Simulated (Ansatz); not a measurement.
# MgNi3C (Pm-3m): phonons and vibrational spectra, part 2 of 2

Aim: the phonons of MgNi3C (Pm-3m) at a cell relaxed beforehand at this level. After the zone centre comes a 2×2×2 q mesh on a 12×12×12 k mesh.

Ansatz 0.2.0; DFT PBEsol, scalar-relativistic, plane waves, PAW; PAW set soft_1.

So far. Step 2 (Modes at Γ): Before it was imposed, the acoustic sum rule was missed by 9.9e-5 eV/Å². Small misses are needed for a sound result but don't prove that mesh and cutoff are converged. The lowest optical mode is real, 139 cm⁻¹.

### Step 3. The dispersion

Stability and thermal properties need the whole zone. Linear response on a 2×2×2 q mesh gives force constants as far as a supercell of that size would.

Input file input.yaml:

```yaml
crystal:
  lattice:
    - [3.7719346199, 0.0, 0.0]
    - [0.0, 3.7719346199, 0.0]
    - [0.0, 0.0, 3.7719346199]
  atoms:
    - { symbol: Mg, position: [0.0, 0.0, 0.0] }
    - { symbol: Ni, position: [0.0, 0.5, 0.5] }
    - { symbol: Ni, position: [0.5, 0.0, 0.5] }
    - { symbol: Ni, position: [0.5, 0.5, 0.0] }
    - { symbol: C, position: [0.5, 0.5, 0.5] }
kpoints:
  mp_grid: { grid: [12, 12, 12] }
hamiltonian:
  xc: pbesol
  pseudopotentials: { kind: paw, azcp: { folder: soft_1 }, xc_functional: pbe }
scf:
  occupations: { method: methfessel_paxton, width: 0.2 }
output:
  eigenvalues: true
phonons:
  method: dfpt
  qmesh: [2, 2, 2]
  temperatures: { t_max: 1000, t_step: 50 }
  qpath:
    path:
      - [[0.0, 0.0, 0.0], [0.0, 0.5, 0.0], [0.5, 0.5, 0.0], [0.0, 0.0, 0.0], [0.5, 0.5, 0.5], [0.0, 0.5, 0.0]]
      - [[0.5, 0.5, 0.5], [0.5, 0.5, 0.0]]
    npoints: 10
```

Started as:

```
> ansatz run input.yaml --threads 4 --pin off --max-ram 10240MiB --backend cpu --events-out ev --progress --plain --runs-dir out
```

Numbers of over 12 decimals in the logs are rounded to 6 here.

What it wrote:

```text
[...]
Crystal: 5 atoms, lattice volume = 53.665 Å³
Basis set: ecut = 420 eV, 1021 PW (Γ), exchange–correlation on 54×54×54 points (8 copies of the dense FFT grid, shifted against one another)
Bands: 41, of which v1, the nominal top of the filled ones, is band 34 counted from 1 (33 counted from 0)
Symmetry: 48 space group operations
k-points: 84 of 1728
[...]
SCF iter   1: F=—  HF=-19574.868665 eV  |F-HF|=—  |Δ(HF+E_count)|=         —  Δρ=5.41e-2  dr2=9.45e-1  ethr=3.10e-3  ⟨swp⟩=5.4  Hψ=11419  notcnv=0
[...]
SCF iter  13: F=-19574.514732 eV  HF=-19574.514732 eV  |F-HF|=3.64e-12  |Δ(HF+E_count)|=  1.09e-11  S|Δr|=    0.00e0  Δρ=1.19e-7  dr2=3.11e-12  ethr=1.00e-12  ⟨swp⟩=10.9  Hψ=20406  notcnv=0
SCF 1 converged in 13 iterations: F = -19574.514732 eV  dr2 = 3.11e-12
[...]
iter 1 solved again at ethr=1.08e-7 eV; its pass at ethr=3.10e-3 eV (dr2=7.37e-5 eV) is discarded
SCF iter   1: F=—  HF=-19574.514732 eV  |F-HF|=—  |Δ(HF+E_count)|=         —  Δρ=2.26e-6  dr2=1.62e-9  ethr=1.08e-7  ⟨swp⟩=3.1  Hψ=21608  notcnv=0
eigensolver tolerance schedule: the retry pair's looser diagonalisation over-reported the residual by 45410.06 of it (diagonalisation noise at an unbounded share of the residual, at the tolerance the schedule requests for it); recorded, not acted on — ethr = c·dr2/N_el stays at c = 1.0e-1
[...]
SCF iter   2: F=—  HF=-19574.514732 eV  |F-HF|=—  |Δ(HF+E_count)|=   7.37e-7  S|Δr|=    0.00e0  Δρ=1.91e-6  dr2=1.05e-9  ethr=2.39e-12  ⟨swp⟩=3.7  Hψ=9916  notcnv=0
[...]
SCF iter   6: F=-19574.514732 eV  HF=-19574.514732 eV  |F-HF|=1.09e-11  |Δ(HF+E_count)|=  3.64e-12  S|Δr|=    0.00e0  Δρ=1.61e-7  dr2=8.65e-12  ethr=1.00e-12  ⟨swp⟩=2.2  Hψ=6752  notcnv=0
SCF 2 converged in 6 iterations: F = -19574.514732 eV  dr2 = 8.65e-12
[...]
phonons: the bands overlap, so this run is a metal and interpolates without the dipole-dipole term. If the crystal is really an insulator or semiconductor, its LO-TO splitting is missing
NSCF: frozen V_eff on 84 k-points
[...]
DFPT response loops at q = (0, 0, 0) (fractional): preconditioner auto → Kerker (q_TF=auto, 2.838 Å⁻¹) (partly filled bands, converged f_vac=0.000); β = 1.00, the filter's whole step (`scf.mixing.beta` (0.50) is not read by the response loops under this deck's `scf.mixing.preconditioner`; to damp them name `kerker` or `kerker_dos`, under which they read `scf.mixing.beta`, and type it under 1.00, their step now; both keys bind the ground state too); Broyden in place of MSR1
[...]
SCF converged after 13 iterations
[...]
Free energy (F): -19574.514732 eV
[...]
Internal energy: -19574.501429 eV  (E = F + TS)
E sigma→0 (E₀):  -19574.511406 eV
Entropy (-TS):   -0.013303 eV (-2.661 meV/atom)
Fermi energy:    14.772568 eV
[...]
--- Band table (eV; the first three rows and the last of 84) ---
  k-point 0: bands = [... 30 lower, 13.3415, 14.0180, 14.0180, 14.0180, 14.2875, 18.2044, 19.8925, 19.8925, ... 3 higher]
  k-point 1: bands = [... 30 lower, 13.3466, 14.0181, 14.0657, 14.0657, 14.2627, 18.2570, 19.4032, 19.9181, ... 3 higher]
  k-point 2: bands = [... 30 lower, 13.3544, 14.0182, 14.1892, 14.2078, 14.2078, 18.3779, 19.0055, 19.9973, ... 3 higher]
  k-point 83: bands = [... 30 lower, 13.6541, 13.6541, 14.0724, 14.0724, 14.0724, 16.0095, 16.0095, 16.0095, ... 3 higher]
--- Phonons (Γ-DFPT): 4 representative perturbations + reference (Σ response iterations 14) ---
  ASR residual: 9.901e-5 → 0.000e0 eV/Å²; symmetrization residual: 1.614e-6 eV/Å²
  ASR residual per site (eV/Å²): 3.41e-5 9.90e-5 9.90e-5 9.90e-5 5.96e-6
[...]
--- Phonons (arbitrary-q DFPT): 4 irreducible q on the 2×2×2 mesh ---
  q = [0.0000, 0.0000, 0.0000] (star 1, of the zone-centre solve; hermiticity 1.84e-7, symmetrization 3.10e-12): -0.00 -0.00 0.00 139.26 139.26 139.26 179.07 179.07 179.07 289.52 289.52 289.52 598.84 598.84 598.84
  q = [0.0000, 0.0000, -0.5000] (star 3, 9 solved perturbations in 2646 linear systems a pass and spin channel, the states on 343 of 1728 k-point pairs; hermiticity 9.17e-8, symmetrization 2.29e-12): 25.99 25.99 107.75 114.59 114.59 121.71 174.70 174.70 272.09 276.92 276.92 286.36 594.15 594.15 676.80
[...]
sum rule: each row above includes the acoustic sum rule's correction from the zone centre's row sums; it moved no ω² by more than (0.68 cm⁻¹)²
  mesh force constants: q→R imaginary residual 5.36e-18; ASR residual 9.901e-5 → 0.000e0 eV/Å²; symmetrization residual 2.487e-14 eV/Å²
  interpolated dispersion: 62 rows × 15 modes
  density of states and harmonic sums: on the 16×16×16 q-mesh, interpolated from the force constants of a 2×2×2 supercell (no non-analytic term)
  largest difference from the sums on the solved wave vectors: F 2.54e-2 eV, S 4.71e-5 and C_V 2.24e-5 eV/K
  zero-point energy: 0.248772 eV/cell   skipped modes (ω ≤ 0): 21, of them read as no rigid motion or as one in doubt: 18 (1.143e-1 modes/cell left out, lowest -35.18 cm⁻¹)   left out of the sums: 7.67e-3 of the cell's modes: C_V's classical limit lies that fraction below 3 k_B per atom; for a crystal, a wire or a layer, F and S can be off by more, and a phonons.interpolated_qmesh denser along its periods is the remedy for the sampling
```

Run time: 7.6 min. Hardware: 4 threads of Arm Neoverse V2, shared host; peak memory 2.1 GiB.

Numbers from this step:

```
sum-rule residual before enforcement                    : 9.90e-5 eV/Å²
lowest frequency on the path                            : -34.38 cm⁻¹
highest frequency on the path or at a solved wavevector : 702.2 cm⁻¹
lowest mode on the q mesh (acoustic modes at Γ apart)   : 20.06 cm⁻¹
```

Frequencies (cm⁻¹) solved at each irreducible wavevector; negative means imaginary. Frequencies by wavevector, by row:

| q in reciprocal lattice units | star | mode 1 | mode 2 | mode 3 | mode 4 | mode 13 | mode 14 | mode 15 |
| --- | --- | --- | --- | --- | --- | --- | --- | --- |
| 0 0 0 | 1 | 0 | 0 | 0 | 139.3 | 598.8 | 598.8 | 598.8 |
| 0 0 -0.5 | 3 | 26 | 26 | 107.8 | 114.6 | 594.1 | 594.1 | 676.8 |
| 0 -0.5 -0.5 | 3 | 20.1 | 83.2 | 83.2 | 83.9 | 584.7 | 692.4 | 692.4 |
| -0.5 -0.5 -0.5 | 1 | 72.5 | 72.5 | 72.5 | 107.1 | 702.2 | 702.2 | 702.2 |

Interpolated from a 2×2×2 q mesh, rough between the solved points. The phonon branches at the labelled points (cm⁻¹):

| point | branch 1 | branch 2 | branch 3 | branch 4 | branch 12 | branch 13 | branch 14 | branch 15 |
| --- | --- | --- | --- | --- | --- | --- | --- | --- |
| Γ | 0 | 0 | 0 | 139 | 290 | 599 | 599 | 599 |
| halfway | 37 | 37 | 101 | 133 | 284 | 596 | 596 | 635 |
| X | 26 | 26 | 108 | 115 | 286 | 594 | 594 | 677 |
| halfway | 10 | 61 | 105 | 112 | 300 | 589 | 641 | 685 |
| M | 20 | 83 | 83 | 84 | 326 | 585 | 692 | 692 |
| halfway | 59 | 78 | 83 | 139 | 287 | 593 | 637 | 639 |
| Γ | 0 | 0 | 0 | 139 | 290 | 599 | 599 | 599 |
| halfway | 59 | 59 | 112 | 125 | 286 | 639 | 639 | 641 |
| R | 72 | 72 | 72 | 107 | 367 | 702 | 702 | 702 |
| halfway | -22 | 90 | 100 | 107 | 317 | 640 | 642 | 691 |
| X | 26 | 26 | 108 | 115 | 286 | 594 | 594 | 677 |
| jump to R | 72 | 72 | 72 | 107 | 367 | 702 | 702 | 702 |
| halfway | 57 | 74 | 74 | 100 | 343 | 642 | 697 | 697 |
| M | 20 | 83 | 83 | 84 | 326 | 585 | 692 | 692 |

Tetrahedra on a 16×16×16 mesh, mean over bins of 10 cm-1. Interpolated from a 2×2×2 q mesh, rough between the solved points. Table of phonon density of states by wavenumber; read off at these points:

| wavenumber (cm⁻¹) | phonon density of states (1/cm⁻¹/cell) |
| --- | --- |
| -35 | 5.7e-4 |
| 5 | 0.00519 |
| 35 | 0.0219 |
| 75 | 0.0465 |
| 105 | 0.0677 |
| 125 | 0.0788 |
| 145 | 0.0339 |
| 175 | 0.0318 |
| 215 | 0.0182 |
| 235 | 0.0313 |
| 245 | 0.0123 |
| 285 | 0.182 |
| 315 | 0.0108 |
| 355 | 0.00227 |
| 385 | 0 |
| 425 | 0 |
| 455 | 0 |
| 495 | 0 |
| 525 | 0 |
| 565 | 0 |
| 595 | 0.0454 |
| 635 | 0.0204 |
| 665 | 0.0229 |
| 685 | 0.0351 |
| 705 | 7.3e-4 |

The partial phonon density of states has structure finer than the step of the table below, so its rows give means over 25 cm⁻¹, whole bins alone (the curve runs from -42.7 to 732 cm⁻¹). Peaks (cm⁻¹: height): C 600.2: 0.0338, 624.6: 0.0260, 644.1: 0.0249, 683.0: 0.0329; Mg 283.6: 0.129; Ni 118.0: 0.0765, 234.9: 0.0274, 283.6: 0.0260.

Phonopy on the run's constants, 15x15x15 mesh, Gaussian sigma 5.5 cm-1. Interpolated from a 2×2×2 q mesh, rough between the solved points. Partial phonon density of states against wavenumber; means over each step; values in 1/cm⁻¹/cell:

```csv
wavenumber (cm⁻¹),C,Mg,Ni
-25,0,3.1e-4,0.00325
0,7.8e-6,3.2e-4,0.00365
25,9.2e-5,0.00126,0.0145
50,2.5e-4,0.00242,0.0219
75,9.5e-5,0.00339,0.0356
100,1.5e-4,0.00225,0.0578
125,0.00111,6.2e-4,0.0665
150,0.00223,3.9e-4,0.0322
175,0.00250,2.4e-4,0.0256
200,0.00148,7.5e-5,0.0146
225,9.4e-4,7.7e-5,0.0214
250,3.7e-4,0.00261,0.0113
275,4.1e-4,0.0852,0.0160
300,3.5e-4,0.0207,0.0136
325,1.9e-4,7.2e-5,0.00848
350,4.7e-5,2.8e-6,0.00298
375,7.8e-7,0,2.8e-4
400,0,0,0
425,0,0,0
450,0,0,0
475,0,0,0
500,0,0,0
525,0,0,0
550,0,0,0
575,0.00280,0,6.1e-4
600,0.0275,5.9e-6,0.00552
625,0.0190,1.0e-5,0.00236
650,0.0191,1.1e-5,0.00114
675,0.0281,2.0e-5,5.0e-4
700,0.0132,8.1e-6,5.4e-5
```

Symmetry leaves 4 wavevectors to solve. The lowest mode among them, the acoustic zeros apart, lies at q = (0, -0.5, -0.5) and is real, 20.1 cm⁻¹. Between them the interpolated path dips to 34i cm⁻¹.

### Step 4. Another isotope, element C, natural mass 12.011 amu

An isotope changes the mass and not the force constants, so no new electronic calculation is needed; the shifts show which modes move this element.

The same force constants with the mass of C changed from 12.011 to 13.003 u (phonopy, no LO-TO term). Both lists are sorted by frequency; levels can cross, so a row need not hold one and the same mode. Modes under 3 cm⁻¹ are left out. Isotope shifts, by row, the first 40 of 57 rows:

| q | rank | natural mass (cm⁻¹) | changed mass (cm⁻¹) |
| --- | --- | --- | --- |
| 0 0 0 | 4 | 139.3 | 138.5 |
| 0 0 0 | 5 | 139.3 | 138.5 |
| 0 0 0 | 6 | 139.3 | 138.5 |
| 0 0 0 | 7 | 179.1 | 179.1 |
| 0 0 0 | 8 | 179.1 | 179.1 |
| 0 0 0 | 9 | 179.1 | 179.1 |
| 0 0 0 | 10 | 289.5 | 289.5 |
| 0 0 0 | 11 | 289.5 | 289.5 |
| 0 0 0 | 12 | 289.5 | 289.5 |
| 0 0 0 | 13 | 598.8 | 580.3 |
| 0 0 0 | 14 | 598.8 | 580.3 |
| 0 0 0 | 15 | 598.8 | 580.3 |
| 0 0 -0.5 | 1 | 25.99 | 25.99 |
| 0 0 -0.5 | 2 | 25.99 | 25.99 |
| 0 0 -0.5 | 3 | 107.8 | 107.8 |
| 0 0 -0.5 | 4 | 114.6 | 114 |
| 0 0 -0.5 | 5 | 114.6 | 114 |
| 0 0 -0.5 | 6 | 121.7 | 121.7 |
| 0 0 -0.5 | 7 | 174.7 | 174.3 |
| 0 0 -0.5 | 8 | 174.7 | 174.3 |
| 0 0 -0.5 | 9 | 272.1 | 272.1 |
| 0 0 -0.5 | 10 | 276.9 | 276.9 |
| 0 0 -0.5 | 11 | 276.9 | 276.9 |
| 0 0 -0.5 | 12 | 286.4 | 286.4 |
| 0 0 -0.5 | 13 | 594.1 | 575.5 |
| 0 0 -0.5 | 14 | 594.1 | 575.5 |
| 0 0 -0.5 | 15 | 676.8 | 650.5 |
| 0 -0.5 -0.5 | 1 | 20.06 | 20.06 |
| 0 -0.5 -0.5 | 2 | 83.21 | 83.21 |
| 0 -0.5 -0.5 | 3 | 83.21 | 83.21 |
| 0 -0.5 -0.5 | 4 | 83.93 | 83.93 |
| 0 -0.5 -0.5 | 5 | 83.93 | 83.93 |
| 0 -0.5 -0.5 | 6 | 131.8 | 131.8 |
| 0 -0.5 -0.5 | 7 | 147.5 | 146.4 |
| 0 -0.5 -0.5 | 8 | 240.5 | 240.5 |
| 0 -0.5 -0.5 | 9 | 270.2 | 270.2 |
| 0 -0.5 -0.5 | 10 | 281.9 | 281.9 |
| 0 -0.5 -0.5 | 11 | 281.9 | 281.9 |
| 0 -0.5 -0.5 | 12 | 326.5 | 326.5 |
| 0 -0.5 -0.5 | 13 | 584.7 | 566.1 |

A mode of this element alone would shift by -3.89 %. The highest zone-centre frequency without the field goes from 598.8 to 580.3 cm⁻¹ (-3.1 %). The product of the frequency ratios over all optical modes at Γ is 0.894; the product rule, (m/m′)^(3k/2) (M′/M)^(3/2) with k = 1 such atoms and M the mass of the cell, gives 0.894.

### Step 5. Another isotope, element Mg, natural mass 24.305 amu

The same for Mg, from 24.30 to 25.98 u.

A mode of this element alone would shift by -3.28 %. The highest zone-centre frequency without the field goes from 598.8 to 598.8 cm⁻¹ (+0.0 %). The product of the frequency ratios over all optical modes at Γ is 0.915; the product rule, (m/m′)^(3k/2) (M′/M)^(3/2) with k = 1 such atoms and M the mass of the cell, gives 0.915.

### Step 6. Another isotope, element Ni, natural mass 58.6934 amu

The same for Ni, from 58.69 to 63.93 u.

A mode of this element alone would shift by -4.18 %. The highest zone-centre frequency without the field goes from 598.8 to 594.0 cm⁻¹ (-0.8 %). The product of the frequency ratios over all optical modes at Γ is 0.758; the product rule, (m/m′)^(3k/2) (M′/M)^(3/2) with k = 3 such atoms and M the mass of the cell, gives 0.758.

### Step 7. What came out

| Property | Result |
| --- | --- |
| space group (within 0.01 Å) | Pm-3m |
| volume per atom | 10.7 Å³ |
| electronic character | no gap on this mesh |
| highest optical mode at the zone centre (no LO-TO term) | 599 cm⁻¹ |
| lowest optical zone-centre mode | 139 cm⁻¹ |
| lowest mode on the q mesh (acoustic modes at Γ apart) | 20.1 cm⁻¹ |
| highest frequency on the path or at a solved wavevector | 702 cm⁻¹ |
| imaginary modes on the 2×2×2 q mesh | none |

In words: No mode is imaginary at the 4 irreducible wavevectors solved, but between them the interpolated path dips to 34.4i cm⁻¹, so stability is not settled. The optical modes at Γ span 139 to 599 cm⁻¹. The highest mode in this list at Γ, 598.8 cm⁻¹, is mostly motion of C (80 % of the kinetic energy). The interpolated path dips to 34i cm⁻¹ between the solved wavevectors, which may come from the interpolation; a denser q mesh would tell. The q mesh stands for a supercell only 7.5 Å across, so branches between the solved wavevectors are rough. With no gap, or one that is small against the smearing, the frequencies hang on the k mesh and the smearing, most of all near Kohn anomalies. The phonon runs are without spin polarisation, although Ni often carries a moment. The PAW files were made for PBE and serve the other functionals too. These are harmonic frequencies at zero temperature: anharmonic shifts, linewidths and thermal expansion are left out.

[Logs are printed without paths, hosts, clocks, repeated set-up lines and the standing remarks that a program may print on its own settings, such as how far it seeks lower states.]

[Hosts, paths, dates, database ids (printed as entryN), source tags and the programs' standing remarks are cut or masked in the printed files.]
